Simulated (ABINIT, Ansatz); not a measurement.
# CsPbCl3 (Pm-3m): G0W0 with ABINIT, start to end, part 3 of 3

Aim: the G0W0 gap of CsPbCl3 (Pm-3m) on PBE, step by step.

ABINIT 10.8.3; PBE and many-body steps on it, plane waves. Known limits of the many-body steps: not at the basis limit; no spin-orbit coupling; coarse k mesh.

So far. Step 4 (Empty states on the mesh, 2×2×2 mesh, 605 bands): On this mesh the gap is 1.932 eV. Step 5 (Screening, 2×2×2 mesh, 551 bands, screening to 217.7 eV): Local fields lower ε∞ by 12 %. On a Γ-centred mesh this coarse the value itself is usually too large, while a short band sum pulls it down.

### 6. Self-energy, 2×2×2 mesh, 551 bands, screening to 217.7 eV

The self-energy is evaluated for the states that the input lists, and the levels follow from it, in one-shot runs by the linearised quasiparticle equation.

This step: G0W0 on PBE, plane waves, norm-conserving pseudopotentials.

Contents of run.abi:

```
acell 3*1.0 Angstrom
rprim 
  5.605000000000 0.000000000000 0.000000000000
  0.000000000000 5.605000000000 0.000000000000
  0.000000000000 0.000000000000 5.605000000000
ntypat 3
znucl 55 82 17
natom 5
typat 1 2 3 3 3
xred 
  0.000000000000 0.000000000000 0.000000000000
  0.500000000000 0.500000000000 0.500000000000
  0.500000000000 0.500000000000 0.000000000000
  0.000000000000 0.500000000000 0.500000000000
  0.500000000000 0.000000000000 0.500000000000
pp_dirpath "pseudos"
pseudos "Cs.upf, Pb.upf, Cl.upf"
ecut 32
ngkpt 2 2 2
nshiftk 1
shiftk 0 0 0
kptopt 1
chksymbreak 0
istwfk *1
occopt 1
irdwfk 1
optdriver 4
nband 551
gwcalctyp 0
ecutsigx 32
symsigma 1
nkptgw 2
kptgw 
  0.5000000000 0.5000000000 0.5000000000
  0.0000000000 0.0000000000 0.0000000000
bdgw 
  23 29
  24 29
ecuteps 8
irdscr 1
ppmodel 1
indata_prefix "in"
outdata_prefix "out"
tmpdata_prefix "tmp"
```

Launch:

```sh
> OMP_NUM_THREADS=1 mpirun -n 4 abinit run.abi > log
```

Numbers of over 12 decimals in the logs are rounded to 6 here.

The program printed:

```text
.Version 10.8.3 of ABINIT. v10.8.2 released Aug 2026.

 Symmetries : space group Pm -3 m (#221); Bravais cP (primitive cubic)
[... echo of the input left out ...]
== DATASET  1 ==================================================================
-   mpi_nproc: 4, omp_nthreads: 1 (-1 if OMP is not activated)

--- !DatasetInfo
iteration_state: {dtset: 1, }
dimensions: {natom: 5, nkpt: 4, mband: 551, nsppol: 1, nspinor: 1, nspden: 1, mpw: 10280, }
cutoff_energies: {ecut:  32.0, pawecutdg:  -1.0, }
electrons: {nelect:   5.20000000E+01, charge:   0.00000000E+00, occopt:   1.00000000E+00, tsmear:   1.00000000E-02, }

 SIGMA: Calculation of the GW corrections

 Based on a program developped by R.W. Godby, V. Olevano, G. Onida, and L. Reining.
 Incorporated in ABINIT by V. Olevano, G.-M. Rignanese, and M. Torrent.
.Using double precision arithmetic ; gwpc =  8

[... cell and pseudopotentials left out ...]
--------------------------------------------------------------------------------

 ==== K-mesh for the wavefunctions ====
 Number of points in the irreducible wedge :     4
[... list of points left out ...]
 Together with 48 symmetry operations and time-reversal symmetry
 yields     8 points in the full Brillouin Zone.

 ==== Q-mesh for screening function ====
 Number of points in the irreducible wedge :     4
[... list of points left out ...]
 Together with 48 symmetry operations and time-reversal symmetry
 yields     8 points in the full Brillouin Zone.

 vcoul_init : cutoff-mode = AUXILIARY_FUNCTION
 q-points for optical limit:   1
     1)      0.000010    0.000020    0.000030
 setmesh: FFT mesh size selected  =    54x   54x   54
          total number of points  =       157464

 Number of electrons calculated from density =   52.0000; Expected =   52.0000
 average of density, n =  0.043760
 r_s =    1.7604
 omega_plasma =   20.1788 [eV]

 === KS Band Gaps ===
  >>>> For spin  1
   Minimum direct gap =   1.9318 [eV], located at k-point      :   0.5000  0.5000  0.5000
   Fundamental gap    =   1.9318 [eV], Top of valence bands at :   0.5000  0.5000  0.5000
                                       Bottom of conduction at :   0.5000  0.5000  0.5000
 SIGMA fundamental parameters:
 PLASMON POLE MODEL  1
 number of plane-waves for SigmaX                10251
 number of plane-waves for SigmaC and W           1309
 number of plane-waves for wavefunctions         10251
 number of bands                                   551
 number of independent spin polarizations            1
 number of spinorial components                      1
 number of k-points in IBZ                           4
 number of q-points in IBZ                           4
 number of symmetry operations                      48
 number of k-points in BZ                            8
 number of q-points in BZ                            8
 number of frequencies for dSigma/dE                 9
 frequency step for dSigma/dE [eV]                0.25
 number of omega for Sigma on real axis              0
 max omega for Sigma on real axis  [eV]           0.00
 zcut for avoiding poles [eV]                     0.10

 EPSILON^-1 parameters (SCR file):
 dimension of the eps^-1 matrix on file           1309
 dimension of the eps^-1 matrix used              1309
 number of plane-waves for wavefunctions         10251
 number of bands                                   551
 number of q-points in IBZ                           4
 number of frequencies                               2
 number of real frequencies                          1
 number of imag frequencies                          1

 matrix elements of self-energy operator (all in [eV])

 Perturbative Calculation

--- !SelfEnergy_ee
iteration_state: {dtset: 1, }
kpoint     : [   0.500,    0.500,    0.500, ]
spin       : 1
KS_gap     :    1.932
QP_gap     :    3.298
Delta_QP_KS:    1.366
data: !SigmaeeData |
     Band     E0 <VxcDFT>   SigX SigC(E0)      Z dSigC/dE  Sig(E)    E-E0       E
       23   0.573 -14.257 -18.504   2.580   0.769  -0.300 -15.539  -1.282  -0.709
       24   0.573 -14.257 -18.504   2.580   0.769  -0.300 -15.539  -1.282  -0.709
       25   0.573 -14.257 -18.504   2.580   0.769  -0.300 -15.539  -1.282  -0.709
       26   2.787 -15.725 -17.975   1.177   0.789  -0.268 -16.571  -0.846   1.941
       27   4.719 -10.379  -6.296  -3.449   0.820  -0.220  -9.859   0.520   5.239
       28   4.719 -10.379  -6.296  -3.449   0.820  -0.220  -9.859   0.520   5.239
       29   4.719 -10.379  -6.296  -3.449   0.820  -0.220  -9.859   0.520   5.239

--- !SelfEnergy_ee
iteration_state: {dtset: 1, }
kpoint     : [   0.000,    0.000,    0.000, ]
spin       : 1
KS_gap     :    5.879
QP_gap     :    7.327
Delta_QP_KS:    1.448
data: !SigmaeeData |
     Band     E0 <VxcDFT>   SigX SigC(E0)      Z dSigC/dE  Sig(E)    E-E0       E
       24   0.252 -14.036 -18.291   2.596   0.769  -0.300 -15.312  -1.275  -1.023
       25   0.252 -14.036 -18.291   2.596   0.769  -0.300 -15.312  -1.275  -1.023
       26   0.252 -14.036 -18.291   2.596   0.769  -0.300 -15.312  -1.275  -1.023
       27   6.131  -6.348  -2.686  -3.456   0.842  -0.188  -6.175   0.173   6.304
       28   7.070  -6.633  -2.878  -3.364   0.842  -0.187  -6.303   0.330   7.400
       29   7.070  -6.633  -2.878  -3.364   0.842  -0.187  -6.303   0.330   7.400

== END DATASET(S) ==============================================================
================================================================================

 -outvars: echo values of variables after computation  --------
           etotal      0.0000000000E+00
            nband         551
             nkpt           4
          spgroup         221
 [... the other variables as echoed above ...]

 Calculation completed.
```

Elapsed: 9.4 min, on 4 MPI ranks of Arm Neoverse V1, shared host; peak memory 5.9 GiB.

Numbers from this step:

- G0W0 gap on the points computed: 3.298 eV
- starting gap on the mesh: 1.932 eV
- k of the valence top: 0.5, 0.5, 0.5
- k of the conduction bottom: 0.5, 0.5, 0.5
- Z at the valence top: 0.789
- Z at the conduction bottom: 0.82
- least direct G0W0 gap on the computed points: 3.298 eV

The gap on the mesh goes from 1.93 eV to 3.30 eV, a correction of +1.37 eV.

Limits: finite bands, cutoff and mesh; no spin-orbit coupling; coarse k mesh. v1 is the top filled band, c1 the lowest empty one. Levels before and after the correction, in eV, zero at the valence-band top of each column:

|  | conduction bottom | valence top |
| --- | --- | --- |
| Kohn-Sham | 1.93 | 0.00 |
| G0W0 | 3.30 | 0.00 |

|  | level | energy (eV) |
| --- | --- | --- |
| Kohn-Sham | (0.5 0.5 0.5) v4-v2 | -2.214 |
| Kohn-Sham | (0.5 0.5 0.5) v1 | 0.000 |
| Kohn-Sham | (0.5 0.5 0.5) c1-c3 | 1.932 |
| G0W0 | (0.5 0.5 0.5) v4-v2 | -2.650 |
| G0W0 | (0.5 0.5 0.5) v1 | 0.000 |
| G0W0 | (0.5 0.5 0.5) c1-c3 | 3.298 |

### 7. Where the time went

Times are wall times on 4 MPI ranks of Arm Neoverse V1, shared host, good to a factor of about two.

| step | time | share | memory (GiB) |
| --- | --- | --- | --- |
| ground state | 54 s | 3 % | 0.48 |
| bands along the symmetry lines | 73 s | 4 % | 0.44 |
| empty states on the mesh | 12 min | 37 % | 0.9 |
| screening | 8.1 min | 26 % | 4.9 |
| self-energy | 9.4 min | 30 % | 5.9 |

### 8. Results

| Quantity | Value |
| --- | --- |
| PBE gap | 1.93 eV, direct |
| G0W0 gap on the mesh | 3.30 eV |
| GW settings | 2×2×2 mesh, 551 bands, screening to 217.7 eV, Godby-Needs plasmon pole |
| known limits | not at the basis limit; no spin-orbit coupling; coarse k mesh |

G0W0 moves the gap on the mesh from 1.93 eV to 3.30 eV (+1.37 eV), with Z of 0.79 and 0.82 at the edges. Local fields lower the RPA ε∞ on this mesh from 8.22 to 7.23; a Γ-centred mesh this coarse tends to raise both, most where the direct gap is narrow, while a short band sum lowers them. Only 2 of the mesh's irreducible points were corrected, so a valley elsewhere could overtake. Bands and cutoff are finite, so the gap is not at the basis limit. The miss can reach some tenths of an eV and take either sign; the mesh is an error of its own. In the G0W0 run levels were corrected at 2 k points alone, so a gap called «on the mesh» is the least over those, and an edge elsewhere would be missed. The 2×2×2 mesh is coarse for this cell, which bears on the long-range parts of exchange and screening. Where an edge is built on 6p states of lead, bismuth or thallium, scalar-relativistic gaps usually stand too wide, by a few tenths to over one eV. This is the ideal cubic cell; many perovskites, halides above all, are cubic only on average, and local tilts or off-centring can widen the gap. The many-body steps are scalar-relativistic: spin-orbit coupling is not in them.

[Paths, hosts, dates, memory and timing lines, banners, echoed tables and standing remarks are left out of the program output.]

[Logs are printed without paths, hosts, clocks, repeated set-up lines and the standing remarks that a program may print on its own settings, such as how far it seeks lower states.]

[Runs of the session that timed out or met a known fault of the program may be left out.]

[Hosts, paths, dates, database ids (printed as entryN), source tags and the programs' standing remarks are cut or masked in the printed files.]

[G0W0 gaps are taken among the corrected bands and points alone; a level outside them can change the order at an edge.]

[Where Ansatz stands beside ABINIT at settings called matched, ABINIT's density can come from a denser mesh and the files from another edition; pairs whose starting gaps differed by over 0.03 eV were left out, so agreement reads better than it is.]
